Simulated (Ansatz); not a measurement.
**Se on Ru(0001): change of the work function**

Wanted: Δφ(θ) for Se/Ru(0001), starting from the fcc site.

Main program and level: Ansatz 0.2.0; plane-wave DFT, PBE, Ansatz PAW.

**1. The structure**

The cell holds 4 atoms: 4 Ru. Its edges and angles: a = 2.700 Å, b = 2.700 Å, c = 24.415 Å, α = 90.0°, β = 90.0°, γ = 60.0°. Vacuum lies along c.

As a file:

```cif
data_structure
_symmetry_space_group_name_H-M 'P 1'
_symmetry_Int_Tables_number 1
_cell_length_a 2.7000
_cell_length_b 2.7000
_cell_length_c 24.4152
_cell_angle_alpha 90.000
_cell_angle_beta 90.000
_cell_angle_gamma 60.000
_cell_volume 154.14
loop_
_atom_site_label
_atom_site_type_symbol
_atom_site_fract_x
_atom_site_fract_y
_atom_site_fract_z
_atom_site_occupancy
Ru1 Ru 0.66667 0.66667 0.36862 1
Ru2 Ru 0.00000 0.00000 0.45621 1
Ru3 Ru 0.66667 0.66667 0.54379 1
Ru4 Ru 0.00000 0.00000 0.63138 1
```

**2. The clean slab**

The bare slab comes first, as the zero from which every change is counted. The two lowest layers are held at bulk places and the upper ones relax. The dipole correction removes the false field that a one-sided slab makes across the periodic vacuum, so each face gets a flat vacuum level of its own.

The input, input.yaml:

```yaml
crystal:
  lattice:
    - [2.7, 0.0, 0.0]
    - [1.35, 2.3382685902, 0.0]
    - [0.0, 0.0, 24.4152]
  atoms:
    - { symbol: Ru, position: [0.6666666667, 0.6666666667, 0.3686228251] }
    - { symbol: Ru, position: [0.0, 0.0, 0.4562076084] }
    - { symbol: Ru, position: [0.6666666667, 0.6666666667, 0.5437923916] }
    - { symbol: Ru, position: [0.0, 0.0, 0.6313771749] }
kpoints:
  mp_grid: { grid: [12, 12, 1] }
hamiltonian:
  xc: pbe
scf:
  occupations: { method: fermi_dirac, width: 0.1 }
  convergence: { dr2_threshold: 1.0e-08 }
efield:
  axis: 3
  dipole_correction: true
  ramp_position: 0.97
  ramp_width: 0.06
relax:
  f_tol: 0.02
  max_steps: 60
  constraints: [{ sites: [0, 1] }]
output:
  write_potential: true
  write_density: true
  volumetric_format: npy
```

The run is started by

```sh
$ ansatz run input.yaml --threads 4 --pin off --max-ram 6144MiB --backend cpu --events-out ev --progress --plain --runs-dir out
```

Numbers of over 12 decimals in the logs are rounded to 6 here.

The log of the run:

```text
Engine: ansatz 0.2.0, aarch64-unknown-linux-gnu
Pseudopotentials: kind: paw
Pseudopotential: Ru, paw, valence charge 16, recommended cutoff 420 eV (normal), Ru.paw.azcp
Functional definition: PBE
  parameter kappa = 0.804
  parameter beta = 0.066725
  exchange = pbe_x(kappa = kappa, mu = beta*pi^2/3)
  correlation = pbe_c(beta = beta)
Crystal: 4 atoms, lattice volume = 154.141 Å³
Basis set: ecut = 420 eV, 3063 PW (Γ), exchange–correlation on 40×40×360 points (8 copies of the dense FFT grid, shifted against one another)
Bands: 39, of which v1, the nominal top of the filled ones, is band 32 counted from 1 (31 counted from 0)
Symmetry: 6 space group operations
k-points: 19 of 144 (time reversal used)
Non-local potential: Ru, projectors of the file, l = 0: 3, l = 1: 2, l = 2: 2, l = 3: 1
PAW form: soft (Blöchl's): semilocal exchange-correlation on the pseudo side does not see the compensation charge
PAW one-centre angular grid: Ru, 590 points (default); XC on 64 Gauss nodes
Initial density: superposition of atomic densities (neutral atoms: chi_scale 0, normalization atom), corrected by the library's trained network
Initial wavefunctions: pseudopotential atomic-orbital guess
Functional: x = pbe(κ = 0.804, μ = 0.219515), c = pbe(β = 0.066725)
SCF iter   1: F=—  HF=-23512.726011 eV  |F-HF|=—  |Δ(HF+E_count)|=         —  Δρ=8.02e-3  dr2=4.20e-1  ethr=1.77e-3  p=0.000 e·Å  D=2.55e-14 V/Å  ΔV_dip=-0.00 eV  dr2_dipole=4.18e-8  V_vac-E_F(+/−)=4.75/4.75 eV  ⟨swp⟩=7.4  Hψ=3258  notcnv=0
efield: sawtooth ramp at fractional position 0.9700 (set: `efield.ramp_position`, or a place that a band, a saddle search or an elastic batch's reference lends), width 0.0600; the density the first Hamiltonian is built on has a dipole p = 0.000 e·Å; the dipole correction subtracts the counter field D = 2.55e-14 V/Å, which shifts the + side's vacuum level by -0.00 eV against the − side's; the planar-averaged density in the ramp window peaks in size at 5.1e-6 e/Å³
preconditioner: auto → LDOS  [metal: Δε(μ)=0.040 eV  Ē_g=4.722 eV  σ=0.100 eV  W_gap=0.10  n_scr=18 (ndim 8)  ℏωp=16.9 eV  f_vac=0.584  D(μ)=4.50/eV (n_scr^D=16)  β→1.0]
SCF iter   2: F=—  HF=-23512.720745 eV  |F-HF|=—  |Δ(HF+E_count)|=   5.27e-3  Δρ=3.31e-3  dr2=3.80e-2  ethr=6.57e-4  p=-0.000 e·Å  D=-1.91e-5 V/Å  ΔV_dip=0.00 eV  dr2_dipole=4.73e-7  V_vac-E_F(+/−)=5.00/5.00 eV  ⟨swp⟩=1.5  Hψ=919  notcnv=0
SCF iter   3: F=—  HF=-23512.717885 eV  |F-HF|=—  |Δ(HF+E_count)|=   2.86e-3  Δρ=6.79e-4  dr2=8.55e-4  ethr=5.94e-5  p=-0.000 e·Å  D=-7.45e-6 V/Å  ΔV_dip=0.00 eV  dr2_dipole=3.12e-7  V_vac-E_F(+/−)=5.05/5.05 eV  ⟨swp⟩=2.0  Hψ=932  notcnv=0
SCF iter   4: F=—  HF=-23512.717813 eV  |F-HF|=—  |Δ(HF+E_count)|=   7.21e-5  Δρ=1.58e-4  dr2=1.09e-4  ethr=1.34e-6  p=-0.000 e·Å  D=-6.72e-6 V/Å  ΔV_dip=0.00 eV  dr2_dipole=3.71e-8  V_vac-E_F(+/−)=5.07/5.07 eV  ⟨swp⟩=2.1  Hψ=1171  notcnv=0
SCF iter   5: F=—  HF=-23512.717803 eV  |F-HF|=—  |Δ(HF+E_count)|=   9.85e-6  Δρ=5.25e-5  dr2=8.28e-6  ethr=1.71e-7  p=0.000 e·Å  D=1.09e-6 V/Å  ΔV_dip=-0.00 eV  dr2_dipole=6.66e-10  V_vac-E_F(+/−)=5.08/5.08 eV  ⟨swp⟩=2.2  Hψ=1114  notcnv=0
SCF iter   6: F=—  HF=-23512.717808 eV  |F-HF|=—  |Δ(HF+E_count)|=   4.23e-6  Δρ=2.85e-5  dr2=1.76e-6  ethr=1.29e-8  p=-0.000 e·Å  D=-2.99e-6 V/Å  ΔV_dip=0.00 eV  dr2_dipole=8.90e-12  V_vac-E_F(+/−)=5.09/5.09 eV  ⟨swp⟩=3.0  Hψ=1434  notcnv=0
SCF iter   7: F=—  HF=-23512.717807 eV  |F-HF|=—  |Δ(HF+E_count)|=   1.27e-7  Δρ=8.99e-6  dr2=2.28e-7  ethr=2.75e-9  p=0.000 e·Å  D=5.73e-8 V/Å  ΔV_dip=-0.00 eV  dr2_dipole=4.93e-11  V_vac-E_F(+/−)=5.09/5.09 eV  ⟨swp⟩=2.5  Hψ=1219  notcnv=0
SCF iter   8: F=—  HF=-23512.717808 eV  |F-HF|=—  |Δ(HF+E_count)|=   1.93e-7  Δρ=3.54e-6  dr2=2.80e-8  ethr=3.56e-10  p=-0.000 e·Å  D=-1.02e-7 V/Å  ΔV_dip=0.00 eV  dr2_dipole=5.43e-13  V_vac-E_F(+/−)=5.09/5.09 eV  ⟨swp⟩=2.8  Hψ=1346  notcnv=0
SCF iter   9: F=-23512.717808 eV  HF=-23512.717808 eV  |F-HF|=1.72e-9  |Δ(HF+E_count)|=   2.23e-8  Δρ=1.12e-6  dr2=1.92e-9  ethr=1.56e-11  p=-0.000 e·Å  D=-1.43e-7 V/Å  ΔV_dip=0.00 eV  dr2_dipole=1.39e-13  V_vac-E_F(+/−)=5.09/5.09 eV  ⟨swp⟩=10.6  Hψ=5495  notcnv=0
SCF 1 converged in 9 iterations: F = -23512.717808 eV  dr2 = 1.92e-9
  greatest PAW one-centre occupation: 0.998 electrons in one spin orbital (limit 2), on the Ru atom at site 3 (counted from 0), in its partial waves of l = 0
relax step   1: F+E_penalty+E_count = -23512.71780769 eV  Δ(F+E_penalty+E_count) = +0.000e0 eV  max|allowed force component| = 5.365e-1 eV/Å  Δτ_max = 0.0000 Å  (9 SCF iters, accepted)
Initial density: handed on by an earlier stage of this run
Initial wavefunctions: those handed on with the density
iter 1 solved again at ethr=2.79e-4 eV; its pass at ethr=3.10e-3 eV (dr2=1.79e-1 eV) is discarded
SCF iter   1: F=—  HF=-23512.732679 eV  |F-HF|=—  |Δ(HF+E_count)|=         —  Δρ=4.18e-3  dr2=1.61e-1  ethr=2.79e-4  p=-0.000 e·Å  D=-3.35e-8 V/Å  ΔV_dip=0.00 eV  dr2_dipole=5.05e-2  V_vac-E_F(+/−)=5.08/5.08 eV  ⟨swp⟩=1.4  Hψ=2246  notcnv=0
efield: sawtooth ramp at fractional position 0.9700 (set: `efield.ramp_position`, or a place that a band, a saddle search or an elastic batch's reference lends), width 0.0600; the density the first Hamiltonian is built on has a dipole p = -0.000 e·Å; the dipole correction subtracts the counter field D = -3.35e-8 V/Å, which shifts the + side's vacuum level by +0.00 eV against the − side's; the planar-averaged density in the ramp window peaks in size at 1.2e-6 e/Å³
preconditioner: auto → LDOS  [metal: Δε(μ)=0.011 eV  Ē_g=4.777 eV  σ=0.100 eV  W_gap=0.03  n_scr=18 (ndim 8)  ℏωp=16.9 eV  f_vac=0.589  D(μ)=4.80/eV (n_scr^D=18)  β→1.0]
SCF iter   2: F=—  HF=-23512.729630 eV  |F-HF|=—  |Δ(HF+E_count)|=   3.05e-3  Δρ=1.47e-3  dr2=8.73e-3  ethr=2.51e-4  p=0.001 e·Å  D=1.54e-3 V/Å  ΔV_dip=-0.04 eV  dr2_dipole=1.08e-3  V_vac-E_F(+/−)=5.04/5.07 eV  ⟨swp⟩=1.8  Hψ=865  notcnv=0
SCF iter   3: F=—  HF=-23512.729683 eV  |F-HF|=—  |Δ(HF+E_count)|=   5.31e-5  Δρ=1.46e-3  dr2=8.06e-3  ethr=1.36e-5  p=0.002 e·Å  D=1.78e-3 V/Å  ΔV_dip=-0.04 eV  dr2_dipole=1.74e-4  V_vac-E_F(+/−)=5.04/5.08 eV  ⟨swp⟩=2.9  Hψ=1565  notcnv=0
SCF iter   4: F=—  HF=-23512.727751 eV  |F-HF|=—  |Δ(HF+E_count)|=   1.93e-3  Δρ=1.69e-4  dr2=7.46e-5  ethr=1.26e-5  p=0.001 e·Å  D=1.75e-3 V/Å  ΔV_dip=-0.04 eV  dr2_dipole=2.30e-6  V_vac-E_F(+/−)=5.03/5.07 eV  ⟨swp⟩=2.4  Hψ=1137  notcnv=0
SCF iter   5: F=—  HF=-23512.727758 eV  |F-HF|=—  |Δ(HF+E_count)|=   7.19e-6  Δρ=6.38e-5  dr2=1.06e-5  ethr=1.17e-7  p=0.001 e·Å  D=1.73e-3 V/Å  ΔV_dip=-0.04 eV  dr2_dipole=2.02e-7  V_vac-E_F(+/−)=5.03/5.07 eV  ⟨swp⟩=3.2  Hψ=1576  notcnv=0
SCF iter   6: F=—  HF=-23512.727762 eV  |F-HF|=—  |Δ(HF+E_count)|=   4.09e-6  Δρ=2.64e-5  dr2=1.29e-6  ethr=1.66e-8  p=0.001 e·Å  D=1.75e-3 V/Å  ΔV_dip=-0.04 eV  dr2_dipole=5.98e-9  V_vac-E_F(+/−)=5.03/5.07 eV  ⟨swp⟩=2.3  Hψ=1096  notcnv=0
SCF iter   7: F=—  HF=-23512.727764 eV  |F-HF|=—  |Δ(HF+E_count)|=   1.76e-6  Δρ=6.73e-6  dr2=1.29e-7  ethr=2.01e-9  p=0.002 e·Å  D=1.77e-3 V/Å  ΔV_dip=-0.04 eV  dr2_dipole=1.81e-8  V_vac-E_F(+/−)=5.03/5.07 eV  ⟨swp⟩=3.2  Hψ=1452  notcnv=0
SCF iter   8: F=—  HF=-23512.727764 eV  |F-HF|=—  |Δ(HF+E_count)|=   1.54e-7  Δρ=2.57e-6  dr2=1.73e-8  ethr=2.01e-10  p=0.002 e·Å  D=1.76e-3 V/Å  ΔV_dip=-0.04 eV  dr2_dipole=5.68e-11  V_vac-E_F(+/−)=5.03/5.07 eV  ⟨swp⟩=2.6  Hψ=1285  notcnv=0
SCF iter   9: F=-23512.727764 eV  HF=-23512.727764 eV  |F-HF|=1.10e-8  |Δ(HF+E_count)|=   8.54e-8  Δρ=8.42e-7  dr2=1.46e-9  ethr=1.56e-11  p=0.002 e·Å  D=1.77e-3 V/Å  ΔV_dip=-0.04 eV  dr2_dipole=8.95e-11  V_vac-E_F(+/−)=5.03/5.07 eV  ⟨swp⟩=10.8  Hψ=5449  notcnv=0
SCF 2 converged in 9 iterations: F = -23512.727764 eV  dr2 = 1.46e-9
relax step   2: F+E_penalty+E_count = -23512.72776402 eV  Δ(F+E_penalty+E_count) = -9.956e-3 eV  max|allowed force component| = 2.640e-1 eV/Å  Δτ_max = 0.0631 Å  (9 SCF iters, accepted)
SCF iter   1: F=—  HF=-23512.732129 eV  |F-HF|=—  |Δ(HF+E_count)|=         —  Δρ=2.15e-3  dr2=4.13e-2  ethr=5.39e-4  p=0.002 e·Å  D=1.77e-3 V/Å  ΔV_dip=-0.04 eV  dr2_dipole=1.13e-2  V_vac-E_F(+/−)=5.03/5.08 eV  ⟨swp⟩=2.5  Hψ=1222  notcnv=0
efield: sawtooth ramp at fractional position 0.9700 (set: `efield.ramp_position`, or a place that a band, a saddle search or an elastic batch's reference lends), width 0.0600; the density the first Hamiltonian is built on has a dipole p = 0.002 e·Å; the dipole correction subtracts the counter field D = 1.77e-3 V/Å, which shifts the + side's vacuum level by -0.04 eV against the − side's; the planar-averaged density in the ramp window peaks in size at 1.5e-6 e/Å³
preconditioner: auto → LDOS  [metal: Δε(μ)=0.014 eV  Ē_g=4.748 eV  σ=0.100 eV  W_gap=0.03  n_scr=18 (ndim 8)  ℏωp=16.9 eV  f_vac=0.586  D(μ)=4.73/eV (n_scr^D=18)  β→1.0]
SCF iter   2: F=—  HF=-23512.731432 eV  |F-HF|=—  |Δ(HF+E_count)|=   6.97e-4  Δρ=7.28e-4  dr2=2.45e-3  ethr=6.45e-5  p=0.001 e·Å  D=1.56e-3 V/Å  ΔV_dip=-0.04 eV  dr2_dipole=5.81e-4  V_vac-E_F(+/−)=5.04/5.08 eV  ⟨swp⟩=1.3  Hψ=911  notcnv=0
SCF iter   3: F=—  HF=-23512.731345 eV  |F-HF|=—  |Δ(HF+E_count)|=   8.67e-5  Δρ=6.75e-4  dr2=1.60e-3  ethr=3.83e-6  p=0.001 e·Å  D=1.09e-3 V/Å  ΔV_dip=-0.03 eV  dr2_dipole=1.21e-4  V_vac-E_F(+/−)=5.05/5.07 eV  ⟨swp⟩=3.1  Hψ=1548  notcnv=0
SCF iter   4: F=—  HF=-23512.731023 eV  |F-HF|=—  |Δ(HF+E_count)|=   3.22e-4  Δρ=9.48e-5  dr2=2.67e-5  ethr=2.50e-6  p=0.001 e·Å  D=1.20e-3 V/Å  ΔV_dip=-0.03 eV  dr2_dipole=7.96e-8  V_vac-E_F(+/−)=5.05/5.07 eV  ⟨swp⟩=2.0  Hψ=1076  notcnv=0
SCF iter   5: F=—  HF=-23512.731020 eV  |F-HF|=—  |Δ(HF+E_count)|=   3.15e-6  Δρ=2.91e-5  dr2=1.95e-6  ethr=4.16e-8  p=0.001 e·Å  D=1.21e-3 V/Å  ΔV_dip=-0.03 eV  dr2_dipole=2.55e-7  V_vac-E_F(+/−)=5.04/5.07 eV  ⟨swp⟩=3.1  Hψ=1467  notcnv=0
SCF iter   6: F=—  HF=-23512.731025 eV  |F-HF|=—  |Δ(HF+E_count)|=   5.56e-6  Δρ=1.06e-5  dr2=2.21e-7  ethr=3.05e-9  p=0.001 e·Å  D=1.21e-3 V/Å  ΔV_dip=-0.03 eV  dr2_dipole=2.00e-9  V_vac-E_F(+/−)=5.05/5.07 eV  ⟨swp⟩=2.2  Hψ=1072  notcnv=0
SCF iter   7: F=—  HF=-23512.731026 eV  |F-HF|=—  |Δ(HF+E_count)|=   3.04e-7  Δρ=3.58e-6  dr2=4.53e-8  ethr=3.45e-10  p=0.001 e·Å  D=1.20e-3 V/Å  ΔV_dip=-0.03 eV  dr2_dipole=5.41e-9  V_vac-E_F(+/−)=5.05/5.07 eV  ⟨swp⟩=2.9  Hψ=1345  notcnv=0
SCF iter   8: F=-23512.731026 eV  HF=-23512.731026 eV  |F-HF|=2.10e-8  |Δ(HF+E_count)|=   4.05e-8  Δρ=1.12e-6  dr2=4.90e-9  ethr=1.56e-11  p=0.001 e·Å  D=1.20e-3 V/Å  ΔV_dip=-0.03 eV  dr2_dipole=1.37e-10  V_vac-E_F(+/−)=5.05/5.08 eV  ⟨swp⟩=10.8  Hψ=5670  notcnv=0
SCF 3 converged in 8 iterations: F = -23512.731026 eV  dr2 = 4.90e-9
relax step   3: F+E_penalty+E_count = -23512.73102571 eV  Δ(F+E_penalty+E_count) = -3.262e-3 eV  max|allowed force component| = 1.726e-2 eV/Å  Δτ_max = 0.0292 Å  (8 SCF iters, accepted)
NSCF: frozen V_eff on 19 k-points
the band table was solved once a step of the walk had ended and its energy, with any forces and stress, was formed, with the checks that follow a solve (3206 applications of the Hamiltonian). They found nothing against the state; the energy, forces and stress were not computed again (output.eigenvalues in the input reference)
WARN: The input density's exchange-correlation potential varies sharply where the density is thin. Do not read a vacuum level from v_tot or v_xc, or from such a field of the output density. On a cell that repeats whose density bears no net charge and no dipole along the vacuum's axis use v_es (v_loc + v_h of the components); under efield.dipole_correction with no amplitude use v_es + v_field, which holds any external [...]
SCF converged after 8 iterations
Free energy (F): -23512.731026 eV
Harris-Foulkes:  -23512.731026 eV  (|F-HF|=2.10e-8)
Internal energy: -23512.573717 eV  (E = F + TS)
E sigma→0 (E₀):  -23512.652371 eV
Entropy (-TS):   -0.157309 eV (-39.327 meV/atom)
Fermi energy:    5.070093 eV
Dipole field:    D = 0.001218 V/Å  (p = 0.001037 e·Å, saw-weighted, corrected)
Work function:   Φ+ = 5.0457 eV   Φ− = 5.0754 eV
Levels:          The Fermi level and band energies are counted from a zero that moves with the ramp; work functions are not
--- Per-component energies (eV) ---
  E_band       = -1382.396262
  E_kinetic    = 2053.424208
  E_local      = -108450.119595  (includes V_loc(G=0)·N_el)
  E_nonlocal   = 1374.134444
  E_hartree    = 52740.331225
  E_xc         = -759.224490
  E_vxc        = -952.769082  (∫ρ·V_xc dr)
  E_paw        = -13843.557212  (= ΣΔE_a)
  E_vpaw       = -887.740785  (= ΣTr[D̂ρ^β])
  E_aug_tail   = -0.000773  (compensation charges beyond the density's cutoff)
  E_efield     = 0.000001  (sawtooth field / dipole correction)
  E_vefield    = 0.000284  (∫n·V_field dr)
  E_ewald      = 43372.438475
  E_smearing   = -0.157309  (= −TS)
  E_closure    = -0.000000  (closes the sum)
  Σ components = -23512.731026   (vs F -23512.731026, Δ=0.00e0)
--- Forces (eV/Å), atoms counted from 1 ---
  atom   1  Ru     0.00000000     0.00000000     0.47191104
  atom   2  Ru    -0.00000000     0.00000000    -0.45864800
  atom   3  Ru     0.00000000    -0.00000000    -0.01725942
  atom   4  Ru    -0.00000000     0.00000000     0.00398377
  max |Σ_I F_I| component: 1.26e-5 eV/Å
--- Band table (eV; the first three rows and the last of 19) ---
  k-point 0: bands = [... 28 lower, 3.1032, 3.1032, 3.3035, 4.2564, 4.2564, 5.1708, 5.2356, 5.2356, ... 3 higher]
  k-point 1: bands = [... 28 lower, 3.1352, 3.2707, 3.3655, 4.0857, 4.2001, 4.6895, 4.9614, 5.1771, ... 3 higher]
  k-point 2: bands = [... 28 lower, 3.2004, 3.4733, 3.6256, 3.7607, 4.0789, 4.3168, 4.8058, 5.0858, ... 3 higher]
  k-point 18: bands = [... 28 lower, 3.0217, 3.8651, 4.4540, 5.7029, 5.7380, 5.7613, 6.1990, 6.2368, ... 3 higher]
--- Relaxed structure (3 steps of the walk, 3 accepted, 0 SCFs on fresh bases) ---
  F+E_penalty+E_count = -23512.73102571 eV   max|allowed force component| = 1.726e-2 eV/Å
  atoms:
    - { symbol: Ru, position: [0.666667, 0.666667, 0.3686228251] }
    - { symbol: Ru, position: [0.0, 0.0, 0.456208] }
    - { symbol: Ru, position: [0.666667, 0.666667, 0.544587] }
    - { symbol: Ru, position: [-1.3936483653075137e-18, 0, 0.629989] }
```

The job ended after 7.6 s (4 threads of Arm Neoverse V2, shared host; peak memory 0.45 GiB).

The steps of the relaxation:

```tsv
step	energy less that of the first step (eV)	largest force component (eV/Å)
1	0.0000	0.5365
2	-0.0100	0.2640
3	-0.0132	0.0173
```

The run keeps the 6 symmetry operations that it works with, so distortions that break them were not tested.

The atoms that moved most (Å):

```tsv
atom	dx	dy	dz	length
Ru4	0.000	0.000	-0.034	0.034
Ru3	0.000	0.000	0.019	0.019
```

The relaxed structure:

```xyz
4
Lattice="2.7000 0.0000 0.0000 1.3500 2.3383 0.0000 0.0000 0.0000 24.4152" Properties=species:S:1:pos:R:3
Ru    2.7000    1.5588    9.0000
Ru    0.0000    0.0000   11.1384
Ru    2.7000    1.5588   13.2962
Ru    0.0000    0.0000   15.3813
```

Numbers from this step:

```yaml
energy_at_zero_smearing: -23512.6524 eV
work_function_upper_face: 5.046 eV
work_function_lower_face: 5.075 eV
dipole_along_the_normal: 0.001037 e·Å
step_between_the_vacuum_levels: -0.02973 eV
```

Running mean over 2.138 Å of the planar mean; the ramp of the sawtooth is left out. Table of electron's electrostatic potential energy less the Fermi level by z:

z (Å), electron's electrostatic potential energy less the Fermi level (eV) and a bar from the least value:
```
        3        5.1 ##############################
        4        5.1 ##############################
        5        5.1 ##############################
        6        5.0 ##############################
        7        3.9 ############################
        8       -6.3 #############
        9      -14.2 ##
       10      -14.6 #
       11      -14.8 #
       12      -14.6 #
       13      -14.9 #
       14      -15.4 
       15      -14.8 #
       16      -11.4 ######
       17        1.8 #########################
       18        4.8 ##############################
       19        5.0 ##############################
       20        5.0 ##############################
       21        5.0 ##############################
```

The relaxation took 3 steps and lowered the energy by 0.013 eV; the largest force on the free atoms ends at 0.017 eV/Å.

The work function of the upper face is 5.05 eV.

(Part 1 of 3 ends here.)

[Logs are printed without paths, hosts, clocks, repeated set-up lines and the standing remarks that a program may print on its own settings, such as how far it seeks lower states.]

[Hosts, paths, dates, database ids (printed as entryN), source tags and the programs' standing remarks are cut or masked in the printed files.]

[Maps of the electrostatic potential energy from Ansatz leave out the sawtooth potential of an applied field or a dipole correction, so their vacuum need not be flat; planar profiles and work functions include it.]
